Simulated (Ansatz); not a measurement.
# Meshes and cutoff for the phonons of BN (F-43m), part 2 of 3

How do the frequencies of BN (F-43m) move with q mesh, k mesh and cutoff?

Ansatz 0.2.0; DFT LDA, scalar-relativistic, plane waves, PAW.

So far, highest frequency on the path or at a solved wavevector (cm⁻¹): step 3 (phonons on a q mesh) 1298; step 4 (q mesh 2×2×2) 1298. The relaxed cell has a = 3.581 Å (conventional setting).

### 7. Side by side

Times are for 4 threads of Arm Neoverse V2, shared host. Results by setting:

| no. | q mesh | k-mesh | mean frequency (cm⁻¹) | lowest frequency on the path (cm⁻¹) | time | memory (GiB) |
| --- | --- | --- | --- | --- | --- | --- |
| 1 | 2×2×2 | 12×12×12 | 862 | 0 | 4.1 s | 0.39 |
| 2 | 3×3×3 | 12×12×12 | 863.7 | 0 | 11 s | 0.50 |
| 3 | 6×6×6 | 12×12×12 | 864.5 | 0 | 73 s | 0.70 |

The phonon density of states has structure finer than the step of the table below, so its rows give means over 50 cm⁻¹, whole bins alone (the curve runs from 5 to 1295 cm⁻¹). Peaks (cm⁻¹: height): 2×2×2, 12×12×12 925.0: 0.0117, 975.0: 0.0186, 1035.0: 0.0297; 3×3×3, 12×12×12 915.0: 0.0136, 1025.0: 0.0262, 1095.0: 0.00676; 6×6×6, 12×12×12 1025.0: 0.0312, 1095.0: 0.00714.

The runs together. The phonon density of states by wavenumber; means over each step; values in 1/cm⁻¹/cell:

| wavenumber (cm⁻¹) | 2×2×2, 12×12×12 | 3×3×3, 12×12×12 | 6×6×6, 12×12×12 |
| --- | --- | --- | --- |
| 50 | 2.3e-5 | 2.1e-5 | 1.8e-5 |
| 100 | 1.0e-4 | 9.1e-5 | 7.6e-5 |
| 150 | 2.4e-4 | 2.1e-4 | 1.8e-4 |
| 200 | 4.3e-4 | 3.9e-4 | 3.3e-4 |
| 250 | 7.0e-4 | 6.4e-4 | 5.4e-4 |
| 300 | 0.00106 | 9.6e-4 | 8.4e-4 |
| 350 | 0.00154 | 0.00140 | 0.00125 |
| 400 | 0.00221 | 0.00200 | 0.00186 |
| 450 | 0.00326 | 0.00288 | 0.00288 |
| 500 | 0.00517 | 0.00461 | 0.00473 |
| 550 | 0.00561 | 0.00554 | 0.00537 |
| 600 | 0.00577 | 0.00574 | 0.00582 |
| 650 | 0.00584 | 0.00586 | 0.00627 |
| 700 | 0.00544 | 0.00587 | 0.00621 |
| 750 | 0.00418 | 0.00474 | 0.00470 |
| 800 | 0.00418 | 0.00435 | 0.00442 |
| 850 | 0.00300 | 0.00339 | 0.00402 |
| 900 | 0.00547 | 0.00817 | 0.00706 |
| 950 | 0.0109 | 0.0116 | 0.0115 |
| 1000 | 0.0201 | 0.0180 | 0.0211 |
| 1050 | 0.0162 | 0.0148 | 0.0120 |
| 1100 | 0.00495 | 0.00575 | 0.00553 |
| 1150 | 0.00509 | 0.00490 | 0.00495 |
| 1200 | 0.00402 | 0.00380 | 0.00388 |
| 1250 | 0.00342 | 0.00330 | 0.00335 |

The runs together, line C_V. Table of C_V by temperature; values in J/mol-atom/K:

| temperature (K) | 2×2×2, 12×12×12 | 3×3×3, 12×12×12 | 6×6×6, 12×12×12 |
| --- | --- | --- | --- |
| 0 | 0 | 0 | 0 |
| 50 | 0.048 | 0.044 | 0.037 |
| 100 | 0.463 | 0.426 | 0.389 |
| 150 | 1.61 | 1.52 | 1.47 |
| 200 | 3.43 | 3.33 | 3.27 |
| 250 | 5.65 | 5.56 | 5.52 |
| 300 | 7.97 | 7.90 | 7.87 |
| 350 | 10.2 | 10.1 | 10.1 |
| 400 | 12.1 | 12.1 | 12.1 |
| 450 | 13.8 | 13.8 | 13.8 |
| 500 | 15.3 | 15.3 | 15.2 |
| 550 | 16.5 | 16.5 | 16.5 |
| 600 | 17.5 | 17.5 | 17.5 |
| 650 | 18.4 | 18.4 | 18.4 |
| 700 | 19.1 | 19.1 | 19.1 |
| 750 | 19.8 | 19.8 | 19.8 |
| 800 | 20.3 | 20.3 | 20.3 |
| 850 | 20.8 | 20.8 | 20.8 |
| 900 | 21.2 | 21.2 | 21.2 |
| 950 | 21.5 | 21.5 | 21.5 |
| 1000 | 21.8 | 21.8 | 21.8 |

### 8. Another k mesh, k-mesh 4×4×4, q mesh 2×2×2

The k mesh is changed to 4×4×4 on a small fixed q mesh, to find the coarsest that serves.

input.yaml reads:

```yaml
crystal:
  lattice:
    - [0.0, 1.7902743999, 1.7902743999]
    - [1.7902743999, 0.0, 1.7902743999]
    - [1.7902743999, 1.7902743999, 0.0]
  atoms:
    - { symbol: B, position: [0.0, 0.0, 0.0] }
    - { symbol: "N", position: [0.75, 0.75, 0.75] }
kpoints:
  mp_grid: { grid: [4, 4, 4] }
hamiltonian:
  xc: lda
scf:
  occupations: { method: fixed }
output:
  eigenvalues: true
phonons:
  method: dfpt
  dielectric: true
  rigid_motions: translations
  qmesh: [2, 2, 2]
  temperatures: { t_max: 1000, t_step: 50 }
  qpath:
    path:
      - [[0.0, 0.0, 0.0], [-0.5, -0.5, 0.0], [-0.375, -0.375, 0.25]]
      - [[-0.375, 0.0, 0.375], [0.0, 0.0, 0.0], [0.0, 0.0, 0.5], [-0.5, -0.25, 0.25], [-0.5, -0.5, 0.0]]
    npoints: 10
```

The run is started by

```sh
ansatz run input.yaml --threads 4 --pin off --max-ram 7168MiB --backend cpu --events-out ev --progress --plain --runs-dir out
```

Numbers of over 12 decimals in the logs are rounded to 6 here.

What it wrote:

```text
[...]
Crystal: 2 atoms, lattice volume = 11.476 Å³
Basis set: ecut = 420 eV, 229 PW (Γ), exchange–correlation on 36×36×36 points (8 copies of the dense FFT grid, shifted against one another)
Bands: 8, of which v1, the nominal top of the filled ones, is band 4 counted from 1 (3 counted from 0)
Symmetry: 24 space group operations
k-points: 18 of 64 (irreducible under 4 space group operations, time reversal used)
[...]
SCF iter   1: F=—  HF=-526.394228 eV  |F-HF|=—  |Δ(HF+E_count)|=         —  Δρ=5.65e-3  dr2=2.10e-3  ethr=1.77e-3  ⟨swp⟩=3.8  Hψ=823  notcnv=0  defer=27
[...]
SCF iter   6: F=-526.393567 eV  HF=-526.393567 eV  |F-HF|=1.57e-11  |Δ(HF+E_count)|=   2.51e-9  Δρ=1.86e-6  dr2=8.28e-11  ethr=1.25e-12  ⟨swp⟩=5.1  Hψ=825  notcnv=0
SCF 1 converged in 6 iterations: F = -526.393567 eV  dr2 = 8.28e-11
[...]
DFPT response loops at Γ: preconditioner auto → none (the input reference at scf.mixing.eps_inf says where Resta's filter doesn't serve); β = 0.50; Broyden in place of MSR1
── the response to a field inside a basis, on 6×6×6 k-points: an SCF that follows is theirs, and a resumed run solves both again ──
Bands: 5, of which v1, the nominal top of the filled ones, is band 4 counted from 1 (3 counted from 0)
k-points: 28 of 216 (irreducible under 6 space group operations, time reversal used)
[...]
Eigensolver: Dense (28 Hₖ)
SCF iter   1: F=—  HF=-526.476037 eV  |F-HF|=—  |Δ(HF+E_count)|=         —  Δρ=3.03e-3  dr2=8.02e-4  ethr=1.00e-1
[...]
SCF iter   5: F=-526.475771 eV  HF=-526.475771 eV  |F-HF|=4.46e-11  |Δ(HF+E_count)|=   2.46e-8  Δρ=4.62e-6  dr2=4.07e-10  ethr=1.80e-9
SCF 1 converged in 5 iterations: F = -526.475771 eV  dr2 = 4.07e-10
[...]
WARN: field response: ε∞ stands inside a basis, on 6×6×6 points; the force constants stand on the 4×4×4 k-mesh, whose period is 10.16 times the interband length at k = (0.0000, -0.5000, -0.5000), direct gap 9.445 eV, under 14: take them and everything formed from them as unconverged, and compare with a denser kpoints.mp_grid
[...]
SCF converged after 6 iterations
Free energy (F): -526.393567 eV
[...]
Internal energy: -526.393567 eV  (E = F + TS)
E sigma→0 (E₀):  -526.393567 eV
Fermi energy:    11.427944 eV
[...]
--- Band table (eV; the first three rows and the last of 18) ---
[...]
--- Phonons (Γ-DFPT): 2 representative perturbations + reference, on 18 of 64 k-points (Σ response iterations 6) ---
  k mesh reduced under 4 symmetry operations, with k and −k counted as one. Each operation leaves every solved perturbation unchanged. A smaller set is not considered because the run solves the response to a homogeneous field
  ASR residual: 4.235e-4 → 0.000e0 eV/Å²; symmetrization residual: 2.217e-7 eV/Å²
  ASR residual per site (eV/Å²): 1.16e-4 4.24e-4
  Γ frequencies (cm⁻¹): 0.00 0.00 0.00 1073.84 1073.84 1073.84
  ε∞ (high-frequency dielectric tensor):
        4.566070     0.000000     0.000000
        0.000000     4.566070     0.000000
        0.000000     0.000000     4.566070
  ε⁰ (static dielectric tensor: ions relaxed, cell fixed):
        6.714418    -0.000000     0.000000
       -0.000000     6.714418     0.000000
        0.000000     0.000000     6.714418
  ε⁰ − ε∞ (ionic part):
        2.148349    -0.000000     0.000000
       -0.000000     2.148349     0.000000
        0.000000     0.000000     2.148349
  softest optical mode at Γ: 1073.84 cm⁻¹; the repairs (sum rule, projections) moved no ω² at Γ by more than (2.87 cm⁻¹)²
  Born effective charges Z* (e; rows j = field, columns β = displacement):
    site 0:
         1.87754    0.00000    0.00000
        -0.00000    1.87754    0.00000
         0.00000    0.00000    1.87754
    site 1:
        -1.87754   -0.00000   -0.00000
         0.00000   -1.87754   -0.00000
        -0.00000   -0.00000   -1.87754
  Z* charge neutrality: 8.598e-4 e pre-enforcement
  solved inside a basis spanned on kpoints, on 6×6×6 k-points, its susceptibility summed on 10×10×10: ε∞ is read to err by 1.2e-2, Z* by 7.2e-3 e (field_mesh: kpoints solves on kpoints); Z* is corrected for what the basis lacks
  optical modes at Γ without the LO–TO term, one row a degenerate level:
      ω (cm⁻¹)  modes    IR ((D/Å)²/amu)
       1073.84      3            39.9888
  optical modes at Γ + LO–TO along q̂ = [1.0000, 0.0000, 0.0000]:
      ω (cm⁻¹)  modes    IR ((D/Å)²/amu)
       1073.84      2            26.6592
       1302.19      1            13.3296
  optical modes at Γ + LO–TO along q̂ = [0.0000, 1.0000, 0.0000]:
      ω (cm⁻¹)  modes    IR ((D/Å)²/amu)
       1073.84      2            26.6592
       1302.19      1            13.3296
  optical modes at Γ + LO–TO along q̂ = [0.0000, 0.0000, 1.0000]:
      ω (cm⁻¹)  modes    IR ((D/Å)²/amu)
       1073.84      2            26.6592
       1302.19      1            13.3296
--- Phonons (arbitrary-q DFPT): 3 irreducible q on the 2×2×2 mesh ---
[...]
interpolated dispersion: 63 rows × 6 modes
[...]
```

It took 2.3 s on 4 threads of Arm Neoverse V2, shared host; peak memory 0.3 GiB; 6.9 s of CPU time.

The run finished; it serves as a test, and its numbers are not taken as the result.

### 9. Another k mesh, k-mesh 6×6×6, q mesh 2×2×2

The k mesh is changed to 6×6×6 on a small fixed q mesh, to find the coarsest that serves.

Edit input.yaml of step 8 so:

```diff
@@ -9,3 +9,3 @@
 kpoints:
-  mp_grid: { grid: [4, 4, 4] }
+  mp_grid: { grid: [6, 6, 6] }
 hamiltonian:
```

What it wrote:

```text
[...]
Crystal: 2 atoms, lattice volume = 11.476 Å³
Basis set: ecut = 420 eV, 229 PW (Γ), exchange–correlation on 36×36×36 points (8 copies of the dense FFT grid, shifted against one another)
Bands: 8, of which v1, the nominal top of the filled ones, is band 4 counted from 1 (3 counted from 0)
Symmetry: 24 space group operations
k-points: 46 of 216 (irreducible under 4 space group operations, time reversal used)
[...]
SCF iter   1: F=—  HF=-526.466120 eV  |F-HF|=—  |Δ(HF+E_count)|=         —  Δρ=7.71e-3  dr2=4.95e-3  ethr=1.77e-3  ⟨swp⟩=3.8  Hψ=2092  notcnv=0  defer=61
[...]
SCF iter   7: F=-526.464577 eV  HF=-526.464577 eV  |F-HF|=5.68e-13  |Δ(HF+E_count)|=  1.14e-11  Δρ=1.54e-7  dr2=9.48e-13  ethr=1.25e-12  ⟨swp⟩=5.2  Hψ=1374  notcnv=0
SCF 1 converged in 7 iterations: F = -526.464577 eV  dr2 = 9.48e-13
[...]
Bands: 5, of which v1, the nominal top of the filled ones, is band 4 counted from 1 (3 counted from 0)
k-points: 28 of 216 (irreducible under 6 space group operations, time reversal used)
[...]
Eigensolver: Dense (28 Hₖ)
SCF iter   1: F=—  HF=-526.475294 eV  |F-HF|=—  |Δ(HF+E_count)|=         —  Δρ=1.08e-3  dr2=1.70e-5  ethr=1.00e-1
[...]
SCF iter   3: F=-526.475297 eV  HF=-526.475297 eV  |F-HF|=1.22e-9  |Δ(HF+E_count)|=   1.06e-6  Δρ=1.27e-5  dr2=3.63e-9  ethr=4.98e-8
SCF 1 converged in 3 iterations: F = -526.475297 eV  dr2 = 3.63e-9
[...]
SCF converged after 7 iterations
Free energy (F): -526.464577 eV
[...]
Internal energy: -526.464577 eV  (E = F + TS)
E sigma→0 (E₀):  -526.464577 eV
Fermi energy:    11.395734 eV
[...]
--- Band table (eV; the first three rows and the last of 46) ---
[...]
ASR residual: 6.686e-5 → 0.000e0 eV/Å²; symmetrization residual: 4.875e-7 eV/Å²
  ASR residual per site (eV/Å²): 6.69e-5 3.62e-5
  Γ frequencies (cm⁻¹): 0.00 0.00 0.00 1068.49 1068.49 1068.49
  ε∞ (high-frequency dielectric tensor):
        4.566046     0.000000    -0.000000
        0.000000     4.566046     0.000000
       -0.000000     0.000000     4.566046
  ε⁰ (static dielectric tensor: ions relaxed, cell fixed):
        6.736039     0.000000    -0.000000
        0.000000     6.736039     0.000000
       -0.000000     0.000000     6.736039
  ε⁰ − ε∞ (ionic part):
        2.169993     0.000000    -0.000000
        0.000000     2.169993    -0.000000
       -0.000000    -0.000000     2.169993
[...]
Born effective charges Z* (e; rows j = field, columns β = displacement):
    site 0:
         1.87755    0.00000   -0.00000
         0.00000    1.87755    0.00000
        -0.00000    0.00000    1.87755
    site 1:
        -1.87755   -0.00000    0.00000
        -0.00000   -1.87755   -0.00000
         0.00000   -0.00000   -1.87755
  Z* charge neutrality: 9.069e-4 e pre-enforcement
[...]
optical modes at Γ without the LO–TO term, one row a degenerate level:
      ω (cm⁻¹)  modes    IR ((D/Å)²/amu)
       1068.49      3            39.9895
  optical modes at Γ + LO–TO along q̂ = [1.0000, 0.0000, 0.0000]:
      ω (cm⁻¹)  modes    IR ((D/Å)²/amu)
       1068.49      2            26.6597
       1297.78      1            13.3298
  optical modes at Γ + LO–TO along q̂ = [0.0000, 1.0000, 0.0000]:
      ω (cm⁻¹)  modes    IR ((D/Å)²/amu)
       1068.49      2            26.6597
       1297.78      1            13.3298
  optical modes at Γ + LO–TO along q̂ = [0.0000, 0.0000, 1.0000]:
      ω (cm⁻¹)  modes    IR ((D/Å)²/amu)
       1068.49      2            26.6597
       1297.78      1            13.3298
--- Phonons (arbitrary-q DFPT): 3 irreducible q on the 2×2×2 mesh ---
[...]
interpolated dispersion: 63 rows × 6 modes
[...]
```

It took 3 s on 4 threads; peak memory 0.32 GiB; 9 s of CPU time.

The run finished; it serves as a test, and its numbers are not taken as the result.

### 10. Another k mesh, k-mesh 8×8×8, q mesh 2×2×2

The k mesh is changed to 8×8×8 on a small fixed q mesh, to find the coarsest that serves.

Edit input.yaml of step 9 so:

```diff
@@ -9,3 +9,3 @@
 kpoints:
-  mp_grid: { grid: [6, 6, 6] }
+  mp_grid: { grid: [8, 8, 8] }
 hamiltonian:
```

What it wrote:

```text
[...]
Crystal: 2 atoms, lattice volume = 11.476 Å³
Basis set: ecut = 420 eV, 229 PW (Γ), exchange–correlation on 36×36×36 points (8 copies of the dense FFT grid, shifted against one another)
Bands: 8, of which v1, the nominal top of the filled ones, is band 4 counted from 1 (3 counted from 0)
Symmetry: 24 space group operations
k-points: 95 of 512 (irreducible under 4 space group operations, time reversal used)
[...]
optical modes at Γ + LO–TO along q̂ = [0.0000, 1.0000, 0.0000]:
      ω (cm⁻¹)  modes    IR ((D/Å)²/amu)
       1068.08      2            26.6602
       1297.45      1            13.3301
  optical modes at Γ + LO–TO along q̂ = [0.0000, 0.0000, 1.0000]:
      ω (cm⁻¹)  modes    IR ((D/Å)²/amu)
       1068.08      2            26.6602
       1297.45      1            13.3301
--- Phonons (arbitrary-q DFPT): 3 irreducible q on the 2×2×2 mesh ---
[...]
interpolated dispersion: 63 rows × 6 modes
[...]
[key lines of the parts left out:]
SCF converged after 7 iterations
Free energy (F): -526.468594 eV
Fermi energy:    11.393176 eV
```

It took 4.7 s on 4 threads; peak memory 0.37 GiB; 16 s of CPU time.

A gap read on the k-mesh alone can miss the band edges.

Frequencies (cm⁻¹) solved at each irreducible wavevector; negative means imaginary. Frequencies by wavevector, by row:

| q in reciprocal lattice units | star | mode 1 | mode 2 | mode 3 | mode 4 | mode 5 | mode 6 |
| --- | --- | --- | --- | --- | --- | --- | --- |
| 0 0 0 | 1 | 0 | 0 | 0 | 1068 | 1068 | 1068 |
| 0 0 -0.5 | 4 | 487.5 | 487.5 | 987 | 1010 | 1010 | 1148 |
| 0 -0.5 -0.5 | 3 | 704.4 | 704.4 | 931.7 | 931.7 | 1025 | 1167 |

The highest optical mode at the zone centre (no LO-TO term) is 1068.1 cm⁻¹, +0.1 cm⁻¹ against the base run.

### 11. Another k mesh, q mesh 2×2×2

The k mesh is changed to 12×12×12 on a small fixed q mesh, to find the coarsest that serves.

Edit input.yaml of step 10 so:

```diff
@@ -9,3 +9,3 @@
 kpoints:
-  mp_grid: { grid: [8, 8, 8] }
+  mp_grid: { grid: [12, 12, 12] }
 hamiltonian:
```

What it wrote:

```text
[...]
Crystal: 2 atoms, lattice volume = 11.476 Å³
Basis set: ecut = 420 eV, 229 PW (Γ), exchange–correlation on 36×36×36 points (8 copies of the dense FFT grid, shifted against one another)
Bands: 8, of which v1, the nominal top of the filled ones, is band 4 counted from 1 (3 counted from 0)
Symmetry: 24 space group operations
[...]
optical modes at Γ + LO–TO along q̂ = [0.0000, 1.0000, 0.0000]:
      ω (cm⁻¹)  modes    IR ((D/Å)²/amu)
       1067.97      2            26.6758
       1297.50      1            13.3379
  optical modes at Γ + LO–TO along q̂ = [0.0000, 0.0000, 1.0000]:
      ω (cm⁻¹)  modes    IR ((D/Å)²/amu)
       1067.97      2            26.6758
       1297.50      1            13.3379
--- Phonons (arbitrary-q DFPT): 3 irreducible q on the 2×2×2 mesh ---
[...]
interpolated dispersion: 63 rows × 6 modes
[...]
[key lines of the parts left out:]
SCF converged after 7 iterations
Free energy (F): -526.468608 eV
Fermi energy:    11.392860 eV
```

Elapsed: 6.2 s, on 4 threads; peak memory 0.4 GiB; 22 s of CPU time.

The highest optical mode at the zone centre (no LO-TO term) is 1068.0 cm⁻¹, +0.0 cm⁻¹ against the base run.

### 12. Another k mesh, k-mesh 18×18×18, q mesh 2×2×2

The k mesh is changed to 18×18×18 on a small fixed q mesh, to find the coarsest that serves.

Edit input.yaml of step 11 so:

```diff
@@ -9,3 +9,3 @@
 kpoints:
-  mp_grid: { grid: [12, 12, 12] }
+  mp_grid: { grid: [18, 18, 18] }
 hamiltonian:
```

What it wrote:

```text
[...]
Crystal: 2 atoms, lattice volume = 11.476 Å³
Basis set: ecut = 420 eV, 229 PW (Γ), exchange–correlation on 36×36×36 points (8 copies of the dense FFT grid, shifted against one another)
Bands: 8, of which v1, the nominal top of the filled ones, is band 4 counted from 1 (3 counted from 0)
Symmetry: 24 space group operations
[...]
optical modes at Γ + LO–TO along q̂ = [0.0000, 1.0000, 0.0000]:
      ω (cm⁻¹)  modes    IR ((D/Å)²/amu)
       1067.99      2            26.6755
       1297.50      1            13.3378
  optical modes at Γ + LO–TO along q̂ = [0.0000, 0.0000, 1.0000]:
      ω (cm⁻¹)  modes    IR ((D/Å)²/amu)
       1067.99      2            26.6755
       1297.50      1            13.3378
--- Phonons (arbitrary-q DFPT): 3 irreducible q on the 2×2×2 mesh ---
[...]
interpolated dispersion: 63 rows × 6 modes
[...]
[key lines of the parts left out:]
SCF converged after 7 iterations
Free energy (F): -526.468685 eV
Fermi energy:    11.392876 eV
```

Elapsed: 18 s, on 4 threads; peak memory 0.66 GiB; 66 s of CPU time.

Frequencies (cm⁻¹) solved at each irreducible wavevector; negative means imaginary. Frequencies by wavevector, by row:

| q in reciprocal lattice units | star | mode 1 | mode 2 | mode 3 | mode 4 | mode 5 | mode 6 |
| --- | --- | --- | --- | --- | --- | --- | --- |
| 0 0 0 | 1 | 0 | 0 | 0 | 1068 | 1068 | 1068 |
| 0 0 -0.5 | 4 | 487.5 | 487.5 | 987 | 1010 | 1010 | 1148 |
| 0 -0.5 -0.5 | 3 | 704.4 | 704.4 | 931.7 | 931.7 | 1025 | 1167 |

The highest optical mode at the zone centre (no LO-TO term) is 1068.0 cm⁻¹, +0.0 cm⁻¹ against the base run.

### 13. The series together

Times are for 4 threads of Arm Neoverse V2, shared host. The runs compared:

| no. | k-mesh | lowest mode on the q mesh (acoustic modes at Γ apart) (cm⁻¹) | highest frequency on the path or at a solved wavevector (cm⁻¹) | time | memory (GiB) |
| --- | --- | --- | --- | --- | --- |
| 1 | 8×8×8 | 487.5 | 1298 | 4.7 s | 0.37 |
| 2 | 12×12×12 | 487.5 | 1298 | 6.2 s | 0.40 |
| 3 | 18×18×18 | 487.5 | 1298 | 18 s | 0.66 |

The phonon density of states has structure finer than the step of the table below, so its rows give means over 50 cm⁻¹, whole bins alone (the curve runs from 5 to 1295 cm⁻¹). Peaks (cm⁻¹: height): 8×8×8 925.0: 0.0117, 975.0: 0.0186, 1035.0: 0.0298; 12×12×12 925.0: 0.0117, 975.0: 0.0186, 1035.0: 0.0297; 18×18×18 925.0: 0.0117, 975.0: 0.0186, 1035.0: 0.0297.

The runs together. Table of phonon density of states by wavenumber; means over each step; values in 1/cm⁻¹/cell:

| wavenumber (cm⁻¹) | 8×8×8 | 12×12×12 | 18×18×18 |
| --- | --- | --- | --- |
| 50 | 2.3e-5 | 2.3e-5 | 2.3e-5 |
| 100 | 1.0e-4 | 1.0e-4 | 1.0e-4 |
| 150 | 2.4e-4 | 2.4e-4 | 2.4e-4 |
| 200 | 4.3e-4 | 4.3e-4 | 4.3e-4 |
| 250 | 7.0e-4 | 7.0e-4 | 7.0e-4 |
| 300 | 0.00106 | 0.00106 | 0.00106 |
| 350 | 0.00154 | 0.00154 | 0.00154 |
| 400 | 0.00221 | 0.00221 | 0.00220 |
| 450 | 0.00327 | 0.00326 | 0.00326 |
| 500 | 0.00517 | 0.00517 | 0.00517 |
| 550 | 0.00561 | 0.00561 | 0.00561 |
| 600 | 0.00577 | 0.00577 | 0.00577 |
| 650 | 0.00584 | 0.00584 | 0.00584 |
| 700 | 0.00544 | 0.00544 | 0.00544 |
| 750 | 0.00418 | 0.00418 | 0.00418 |
| 800 | 0.00418 | 0.00418 | 0.00418 |
| 850 | 0.00300 | 0.00300 | 0.00300 |
| 900 | 0.00546 | 0.00547 | 0.00547 |
| 950 | 0.0109 | 0.0109 | 0.0109 |
| 1000 | 0.0201 | 0.0201 | 0.0201 |
| 1050 | 0.0163 | 0.0162 | 0.0162 |
| 1100 | 0.00495 | 0.00495 | 0.00495 |
| 1150 | 0.00510 | 0.00509 | 0.00509 |
| 1200 | 0.00402 | 0.00402 | 0.00402 |
| 1250 | 0.00342 | 0.00342 | 0.00342 |

The runs together, line C_V. The C_V, 8×8×8 = 12×12×12 = 18×18×18 by temperature:

| temperature (K) | C_V, 8×8×8 = 12×12×12 = 18×18×18 (J/mol-atom/K) |
| --- | --- |
| 0 | 0 |
| 50 | 0.048 |
| 100 | 0.463 |
| 150 | 1.61 |
| 200 | 3.43 |
| 250 | 5.65 |
| 300 | 7.97 |
| 350 | 10.2 |
| 400 | 12.1 |
| 450 | 13.8 |
| 500 | 15.3 |
| 550 | 16.5 |
| 600 | 17.5 |
| 650 | 18.4 |
| 700 | 19.1 |
| 750 | 19.8 |
| 800 | 20.3 |
| 850 | 20.8 |
| 900 | 21.2 |
| 950 | 21.5 |
| 1000 | 21.8 |

(Continued in part 3 of 3.)

[Logs are printed without paths, hosts, clocks, repeated set-up lines and the standing remarks that a program may print on its own settings, such as how far it seeks lower states.]

[Hosts, paths, dates, database ids (printed as entryN), source tags and the programs' standing remarks are cut or masked in the printed files.]
